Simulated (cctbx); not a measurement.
# A crystallographic session in cctbx: Ti5CdFeO12

Library: cctbx 2025.11.

## 1. Energy scan

run.py:

```python
from cctbx import adptbx, crystal, miller, xray
from cctbx.array_family import flex
from cctbx.eltbx import sasaki

cs = crystal.symmetry(unit_cell=(5.111, 9.087, 10.064, 90, 97.14, 90), space_group_symbol='Hall: C -2y')  # Cm
atoms = [  # label, site, U (iso, or U11 U22 U33 U12 U13 U23 in A^2), occupancy
    ("Cd1", (0.08, 0, 0.2433), (0.0228, 0.0434, 0.0348, 0.0000, -0.0054, 0.0000), 1),
    ("Fe1", (0.0253, 0, 0.9612), (0.0253, 0.0230, 0.0421, 0.0000, -0.0083, 0.0000), 1),
    ("Ti1", (0.5005, 0, 0.5014), (0.0110, 0.0117, 0.0135, 0.0000, 0.0023, 0.0000), 1),
    ("Ti2", (0.994, 0.1683, 0.5054), (0.0296, 0.0261, 0.0179, -0.0005, 0.0169, 0.0017), 1),
    ("Ti3", (0.5172, 0.1764, 0.0141), (0.0213, 0.0211, 0.0123, 0.0018, -0.0010, 0.0003), 1),
    ("O1", (0.19, 0, 0.6078), (0.0355, 0.0616, 0.0415, 0.0000, -0.0041, 0.0000), 1),
    ("O2", (0.3581, 0, 0.1047), (0.0329, 0.0400, 0.0358, 0.0000, 0.0017, 0.0000), 1),
    ("O3", (0.8823, 0.1618, 0.1123), (0.0221, 0.0282, 0.0224, -0.0024, 0.0070, -0.0014), 1),
    ("O4", (0.6439, 0, 0.8959), (0.0376, 0.0316, 0.0287, 0.0000, 0.0062, 0.0000), 1),
    ("O5", (0.1661, 0.1868, 0.9045), (0.0127, 0.0189, 0.0148, -0.0021, 0.0046, 0.0033), 1),
    ("O6", (0.7791, 0.3442, 0.3957), (0.0603, 0.0318, 0.0457, -0.0215, -0.0054, 0.0031), 1),
    ("O7", (0.8032, 0, 0.3933), (0.0424, 0.0548, 0.0363, 0.0000, 0.0220, 0.0000), 1),
    ("O8", (0.1729, 0.3363, 0.5948), (0.0396, 0.0489, 0.0292, -0.0092, -0.0140, 0.0218), 1),
]
xs = xray.structure(crystal_symmetry=cs)
for label, site, u, occ in atoms:
    u = adptbx.u_cif_as_u_star(cs.unit_cell(), u) if isinstance(u, tuple) else u
    xs.add_scatterer(xray.scatterer(label, site=site, u=u, occupancy=occ))
hkl = [(2, 0, 0), (0, 2, 1), (1, 1, 2), (1, 1, 0)]
ms = miller.set(cs, flex.miller_index(hkl + [tuple(-v for v in h) for h in hkl]), anomalous_flag=True)
print("E (eV)    f'(Fe)   f''   " + "".join("%16s" % ("|F|" + " ".join(map(str, h))) for h in hkl))
for e in [6512, 6862, 6992, 7052, 7082, 7097, 7104, 7108, 7116, 7120, 7127, 7142, 7172, 7262, 7512]:
    xs.set_inelastic_form_factors(12398.42 / e, "sasaki")
    t = sasaki.table("Fe").at_ev(e)
    f = flex.abs(ms.structure_factors_from_scatterers(xs, algorithm="direct").f_calc().data())
    n = len(hkl)
    print("%7.0f %7.2f %6.2f  " % (e, t.fp(), t.fdp()) + "".join("%9.1f/%6.1f" % (f[k], f[k + n]) for k in range(n)))
```

```console
$ python run.py
```

```text
E (eV)    f'(Fe)   f''           |F|2 0 0        |F|0 2 1        |F|1 1 2        |F|1 1 0
   6512   -2.25   0.55      188.2/ 179.6     71.1/  77.9     89.2/  82.6     91.4/  94.0
   6862   -3.07   0.50      187.6/ 179.8     72.2/  77.9     89.9/  84.3     89.9/  92.2
   6992   -3.80   0.48      186.5/ 178.9     73.0/  78.2     90.5/  85.4     88.6/  90.7
   7052   -4.56   0.47      185.2/ 177.7     73.8/  78.5     91.2/  86.6     87.3/  89.3
   7082   -5.23   0.47      184.1/ 176.5     74.5/  78.8     91.9/  87.6     86.1/  88.0
   7097   -5.97   0.47      182.9/ 175.2     75.3/  79.2     92.6/  88.6     84.9/  86.6
   7104   -6.62   0.47      181.7/ 174.0     76.0/  79.5     93.2/  89.6     83.7/  85.4
   7108   -7.33   0.47      180.5/ 172.8     76.7/  79.9     93.9/  90.6     82.5/  84.1
   7116   -7.57   3.95      182.4/ 172.2     82.7/  73.7     88.6/  95.4     85.5/  81.9
   7120   -6.73   3.94      183.9/ 173.8     81.8/  73.2     87.7/  94.2     86.9/  83.5
   7127   -5.99   3.94      185.1/ 175.2     81.1/  72.7     87.0/  93.2     88.1/  84.9
   7142   -5.19   3.92      186.5/ 176.7     80.3/  72.3     86.2/  92.1     89.4/  86.5
   7172   -4.41   3.89      187.9/ 178.3     79.6/  71.9     85.4/  91.1     90.7/  87.9
   7262   -3.31   3.79      189.8/ 180.5     78.5/  71.5     84.5/  89.6     92.5/  90.0
   7512   -2.18   3.56      191.7/ 183.2     77.4/  71.2     83.7/  88.1     94.2/  92.1
```

It took 0.47 s on 1 thread of Arm Neoverse N1, on a shared host, peak memory 0.07 GiB.

[Logs are printed without paths, hosts, clocks, repeated set-up lines and the standing remarks that a program may print on its own settings, such as how far it seeks lower states.]
